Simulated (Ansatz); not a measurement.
# Si(111) with OH on 25 % of the top atoms and H on the rest: bands and core levels, part 2 of 2

Aim: core-level components, unfolded bands and work function of Si(111) with OH on 25 % of the top atoms and H on the rest.

Ansatz 0.2.0; DFT, PBE, plane-wave PAW, default files, scalar-relativistic.

So far, gap on the k-mesh (eV): step 2 (relaxing the atoms) 1.09.

### 3. Bands by layer (continued)

From the valence-band maximum. Planar mean, electrostatic potential against z:

z (Å), planar mean, electrostatic potential (eV) and a bar from the least value:
```
        0        4.6 ##############################
        1        4.6 ##############################
        2        4.7 ##############################
        3        4.7 ##############################
        4        4.7 ##############################
        5        4.6 ##############################
        6        4.5 ##############################
        7        2.1 #########################
        8       -4.0 ##############
        9      -11.0 
       10        0.0 #####################
       11       -1.9 ##################
       12      -11.2 
       13       -2.0 #################
       14        0.1 #####################
       15      -11.0 
       16       -4.2 #############
       17        1.6 ########################
       18        4.1 #############################
       19        4.6 ##############################
       20        4.6 ##############################
       21        4.6 ##############################
       22        4.6 ##############################
       23        4.6 ##############################
       24        4.6 ##############################
```

The intensity has structure finer than the step of the table below, so its rows give means over 1 eV, whole bins alone (the curve runs from -22.4 to 1.41 eV). Peaks (eV: height): O K -9.2: 27.9, -4.3: 99.1; O K, E along x -5.2: 59.5, -4.3: 88.5; O K, E along y -3.9: 148; O K, E along z -9.2: 58.2, -4.4: 84.0; Si K-beta -2.2: 100.0.

Shapes are the site's partial DOS without matrix elements, which overweights lines from ligand s bands. Intensity against emission energy less the core level's binding energy, zero at the valence-band maximum; means over each step; 7 of 9 lines; values in % of the unpolarised maximum:

```tsv
emission energy less the core level's binding energy (eV)	O K	O K, E along x	O K, E along y	O K, E along z	Si K-beta	Si K-beta, E along x	Si K-beta, E along y
-21	1.17	2.50	0.738	0.267	0.504	0.201	0.200
-20	1.11	2.37	0.705	0.273	0.515	0.225	0.224
-19	0.252	0.442	0.165	0.149	0.300	0.236	0.236
-18	0.165	0.226	0.110	0.160	0.294	0.273	0.273
-17	0.162	0.187	0.105	0.193	0.334	0.327	0.326
-16	0.185	0.192	0.116	0.247	0.402	0.401	0.401
-15	0.231	0.224	0.136	0.334	0.506	0.512	0.511
-14	0.312	0.286	0.169	0.483	0.677	0.691	0.689
-13	0.472	0.404	0.222	0.788	1.01	1.04	1.04
-12	0.944	0.709	0.336	1.79	2.05	2.13	2.12
-11	3.52	2.16	0.787	7.60	6.07	6.45	6.43
-10	13.7	8.70	2.67	29.8	12.5	13.5	13.4
-9	25.6	19.4	5.77	51.6	16.1	17.9	17.7
-8	20.4	21.8	6.65	32.6	14.5	15.5	15.4
-7	12.6	18.7	6.92	12.1	23.7	22.4	22.7
-6	15.1	25.8	10.8	8.68	28.8	26.9	27.0
-5	39.4	52.0	32.1	34.2	27.0	24.6	24.5
-4	85.0	72.3	126	57.0	63.5	57.3	58.4
-3	34.7	29.6	60.4	14.1	87.5	85.5	85.2
-2	18.6	16.1	32.9	6.87	98.4	102	101
-1	8.86	7.41	16.0	3.19	59.5	65.1	65.1
0	1.65	1.49	2.84	0.607	17.6	22.5	22.7
```

Sums over each group's atoms; left-over states aren't shared out by site. Site centres, by row:

```tsv
group	element	shell	occupied states	centre of occupied part (eV)	centre up to the window's top (eV)
adsorbate	O	2s	1.649	-18.7	-16.81
adsorbate	O	2p	5.072	-5.326	-4.988
adsorbate	H	1s	3.71	-6.244	-3.44
layer 1	Si	3s	4.558	-8.24	-5.269
layer 1	Si	3p	10.42	-4.031	-1.437
layer 2	Si	3s	4.744	-7.855	-4.975
layer 2	Si	3p	11.29	-3.595	-1.299
layer 3	Si	3s	4.735	-7.887	-4.931
layer 3	Si	3p	11.13	-3.701	-1.284
middle	Si	3s	4.731	-7.891	-4.894
middle	Si	3p	11.13	-3.7	-1.283
other layers	Si	3s	9.303	-8.026	-5.065
other layers	Si	3p	22.05	-3.665	-1.266
other layers	H	1s	4.166	-5.113	-3.052
```

Shapes are the site's partial DOS without matrix elements, which overweights lines from ligand s bands. Emission peaks, by row, the first 40 of 46 rows:

```tsv
line	energy (eV)	height (%)
O K	-9.211	28.02
O K	-8.561	27.25
O K	-7.861	20.74
O K	-5.111	37.9
O K	-4.261	100
O K	-2.961	37.88
O K	-1.611	20.26
O K, E along x	-9.161	19.79
O K, E along x	-8.511	23.63
O K, E along x	-7.811	24.29
O K, E along x	-7.261	21.7
O K, E along x	-6.211	25.25
O K, E along x	-5.161	59.83
O K, E along x	-4.261	88.81
O K, E along x	-2.961	33.48
O K, E along y	-3.861	148.8
O K, E along y	-2.961	65.58
O K, E along y	-1.611	36.63
O K, E along z	-9.211	58.47
O K, E along z	-8.561	51.32
O K, E along z	-7.911	30.89
O K, E along z	-4.361	85.11
O K, E along z	-1.761	7.18
Si K-beta	-9.161	16.66
Si K-beta	-6.511	33.13
Si K-beta	-2.211	100
Si K-beta, E along x	-9.161	18.62
Si K-beta, E along x	-6.511	30.14
Si K-beta, E along x	-2.211	107.6
Si K-beta, E along y	-9.161	18.4
Si K-beta, E along y	-6.511	30.58
Si K-beta, E along y	-2.211	106.8
Si K-beta, E along z	-9.111	12.98
Si K-beta, E along z	-6.461	38.7
Si K-beta, E along z	-5.211	30.1
Si K-beta, E along z	-3.761	87.68
Si K-beta, E along z	-2.811	103.7
Si K-beta, E along z	-1.711	102.1
Si L2,3	-10.51	65.26
Si L2,3	-9.161	100
```

The spectra weight each projected shell by its atomic cross section (Dirac–Hartree–Slater) and angular factor, for linear light with the analyser at 0° from the polarisation. Broadening, on top of any smearing of the DOS itself: a Gaussian of 0.3 eV and a Lorentzian of 0.1 eV plus 0.03 times the binding energy (full widths), Fermi edge at 300 K. Each atom is damped by exp[−depth/(λ cos θ)], θ = 0° from the normal, λ from the universal curve. Curves are cut 10 eV under the photon energy, above any shell that the free atom's threshold puts out of reach, or at the lower edge of the window: 11.2 eV at 21.2 eV, 22.4 eV at 40.8 eV, 22.4 eV at 1486.7 eV, 22.4 eV at 2984.3 eV and 22.4 eV at 5950 eV. Dipole terms alone, which is rough above 3 keV; no background, satellites or final-state effects.

How the area divides among the shells (%):

```tsv
shell	21.2 eV	40.8 eV	1486.7 eV	2984.3 eV	5950 eV
O 2s	0.0	5.5	9.4	7.9	6.6
O 2p	35.2	52.0	1.0	0.4	0.1
H 1s	41.2	10.2	0.1	0.1	0.0
Si 3s	9.0	16.1	71.1	82.2	88.7
Si 3p	14.6	16.2	18.4	9.4	4.5
```

Regions along c: top from 15.2 to 21.7 Å, middle from 9.8 to 14.9 Å, bottom from 3.0 to 9.5 Å.

The largest force component on a free atom is 0.002 eV/Å, so the atoms are at rest for these settings too.

### 4. Core holes

XPS shifts tell sites apart. Each chosen atom gets a core hole in a self-consistent pass of its own.

Contents of input.yaml:

```yaml
crystal:
  lattice:
    - [7.6791796437, 0.0, 0.0]
    - [3.8395898218, 6.6503646517, 0.0]
    - [0.0, 0.0, 24.6337769138]
  atoms:
    - { symbol: H, position: [0.0586187578, 0.0485802202, 0.7195293811] }
    - { symbol: O_h, position: [-0.0086102129, -0.0102591577, 0.6998018474] }
    - { symbol: H, position: [0.496834778, 0.0002694844, 0.6918000934] }
    - { symbol: H, position: [0.0006045032, 0.4967154631, 0.6918298477] }
    - { symbol: H, position: [0.5003703613, 0.5001963466, 0.6917609154] }
    - { symbol: Si_h, position: [-0.00059859, -0.0014443512, 0.6316902555] }
    - { symbol: Si, position: [0.4988900928, -0.0003302108, 0.6306821975] }
    - { symbol: Si, position: [-4.55613e-05, 0.498596794, 0.630719809] }
    - { symbol: Si_h, position: [0.5002821873, 0.4997752768, 0.6307147209] }
    - { symbol: Si_h, position: [0.833542438, 0.3317264822, 0.5992920469] }
    - { symbol: Si, position: [0.3333902292, 0.333158664, 0.5994776633] }
    - { symbol: Si, position: [0.8328741218, 0.8325284484, 0.5998826096] }
    - { symbol: Si, position: [0.3323470756, 0.8329597338, 0.599210734] }
    - { symbol: Si, position: [0.8336435043, 0.3329318477, 0.5033999047] }
    - { symbol: Si, position: [0.3334229682, 0.3332370593, 0.5035977603] }
    - { symbol: Si, position: [0.8336599133, 0.8335230448, 0.5037621414] }
    - { symbol: Si, position: [0.3331899823, 0.8334267086, 0.5033407219] }
    - { symbol: Si_h, position: [0.1668248723, 0.1666868151, 0.4710257293] }
    - { symbol: Si, position: [0.6666776561, 0.1666090707, 0.4710945198] }
    - { symbol: Si, position: [0.1667465371, 0.666512266, 0.471093739] }
    - { symbol: Si, position: [0.6669615741, 0.6666843921, 0.4711214147] }
    - { symbol: Si, position: [0.166666667, 0.166666667, 0.375247085] }
    - { symbol: Si, position: [0.666666667, 0.166666667, 0.375247085] }
    - { symbol: Si, position: [0.166666667, 0.666666667, 0.375247085] }
    - { symbol: Si, position: [0.666666667, 0.666666667, 0.375247085] }
    - { symbol: Si, position: [0.0, 0.0, 0.343430893] }
    - { symbol: Si, position: [0.5, 0.0, 0.343430893] }
    - { symbol: Si, position: [0.0, 0.5, 0.343430893] }
    - { symbol: Si, position: [0.5, 0.5, 0.343430893] }
    - { symbol: H, position: [0.0, 0.0, 0.284162677] }
    - { symbol: H, position: [0.5, 0.0, 0.284162677] }
    - { symbol: H, position: [0.0, 0.5, 0.284162677] }
    - { symbol: H, position: [0.5, 0.5, 0.284162677] }
kpoints:
  mp_grid: { grid: [3, 3, 1] }
scf:
  occupations: { method: fermi_dirac, width: 0.02 }
  n_extra_bands: 23
hamiltonian:
  xc: pbe
  pseudopotentials: { kind: paw }
output:
  forces: true
  write_potential: true
  volumetric_format: []
  core_levels:
    shells: { O_h: "1s", Si_h: "2p" }
    counted_from: conduction_bottom
    add_spin: always
efield:
  axis: 3
  dipole_correction: true
```

Command:

```console
> ansatz run input.yaml --threads 4 --pin off --max-ram 8192MiB --backend cpu --events-out ev --progress --plain --runs-dir out
```

Wall time 4.5 min (4 threads of Intel Xeon at 2.80GHz (Skylake/Cascade Lake), shared host); peak memory 2.8 GiB; 17 min of CPU time.

Levels are total-energy differences with one electron taken from the core. The electron stays in the lowest empty state, so these are excitation energies, not binding energies. The hole's nearest image is 7.7 Å away.

```tsv
atom	region	shell	level (eV)	shift (eV)	potential at nucleus, shift (V)	j lines (eV)	doubts
O2	adsorbate	1s	531.57	-	+0.00	-	-
Si6	layer 1	2p	100.59	+0.68	+0.59	100.99 / 100.38	-
Si9	layer 1	2p	100.06	+0.16	-0.13	100.47 / 99.86	-
Si10	layer 2	2p	99.87	-0.03	-0.24	100.28 / 99.67	-
Si18	middle	2p	99.91	+0.00	+0.00	100.31 / 99.70	-
```

Levels of p, d and f shells are means over their two j lines, weighted by degeneracy; the splitting comes from the atom's own solve. Shifts count from the last listed atom of each element. With the electron kept in the cell, its attraction to the hole differs by site and enters these shifts. A higher potential at the nucleus binds core electrons more tightly, so that column is a rough initial-state shift.

The Si 2p lines of the listed atoms alone (other atoms of the cell aren't counted), as Gaussians 0.5 eV wide, no depth weighting. Intensity against Si 2p level; read off at these points:

Si 2p level (eV), intensity (%) and a bar:
```
    98.70          0 
    98.80          0 
    98.90          0 
    99.00          0 
    99.10          2 #
    99.20          6 ##
    99.30         15 ####
    99.40         32 ##########
    99.50         57 #################
    99.60         82 #########################
    99.70         98 #############################
    99.74        100 ##############################
    99.80         98 #############################
    99.90         87 ##########################
   100.00         74 ######################
   100.10         71 #####################
   100.20         78 #######################
   100.30         86 ##########################
   100.34         87 ##########################
   100.40         85 ##########################
   100.50         72 ######################
   100.60         52 ################
   100.70         34 ##########
   100.80         24 #######
   100.90         21 ######
   101.00         19 ######
   101.10         16 #####
   101.20         11 ###
   101.30          6 ##
   101.40          3 #
   101.50          1 
   101.60          0 
   101.70          0 
   101.80          0 
   101.90          0
```

### 5. Outcome

```
ionisation potential                                            : 4.63 eV
electron affinity (Kohn–Sham)                                   : 3.54 eV
Si core shifts among the listed atoms, from the last listed one : -0.03 to +0.68 eV
```

What this shows: The valence top of Si(111) with OH on 25 % of the top atoms and H on the rest lies 4.63 eV below the vacuum and the lowest empty level 3.54 eV. Only the strongest levels a point were stored, too few to count surface states. Core shifts: Si -0.03 to +0.68 eV. Among the sites run, the most bound Si 2p level is that of Si6 (layer 1), bonded to 3 Si and 1 O; the least bound, 0.71 eV shallower, that of Si10 (layer 2), bonded to 4 Si. That is the order that electronegative neighbours give as a rule, though screening of the hole enters too. These are excitation energies with the electron kept in the cell, so its attraction to the hole, which differs by site, enters the order. At 21.2 eV the valence spectrum has its highest listed peaks within 10.8 eV at 1.7 eV (mixed, Si 3p leading), 2.9 eV (mixed, H 1s leading), 3.8 eV (mixed, H 1s leading), 5.2 eV (mixed, H 1s leading) and 6.5 eV (H 1s). At 1486.7 eV the valence spectrum has its highest listed peaks within 13 eV at 3.7 eV (Si 3s), 6.0 eV (Si 3s), 6.6 eV (Si 3s), 7.3 eV (Si 3s) and 9.2 eV (Si 3s). The shell named is the one with most of the intensity, cross sections included, not always the one with most states there. In the main run, from 1486.7 eV towards hard X-rays the Si 3s share grows by 18 points, as its cross section falls more slowly with photon energy than those of the shells it gains on. The spectra rest on a 3×3×1 mesh, so closely spaced maxima can be ripples of the mesh. The slab's own atoms span 7.1 Å, so bulk bands appear as a few quantum-well levels, and states of the two faces can mix. The affinity uses the Kohn–Sham gap, which is too small, so the true affinity is lower and the true ionisation potential usually higher.

[Logs are printed without paths, hosts, clocks, repeated set-up lines and the standing remarks that a program may print on its own settings, such as how far it seeks lower states.]

[Hosts, paths, dates, database ids (printed as entryN), source tags and the programs' standing remarks are cut or masked in the printed files.]

[Maps of the electrostatic potential energy from Ansatz leave out the sawtooth potential of an applied field or a dipole correction, so their vacuum need not be flat; work functions include it.]
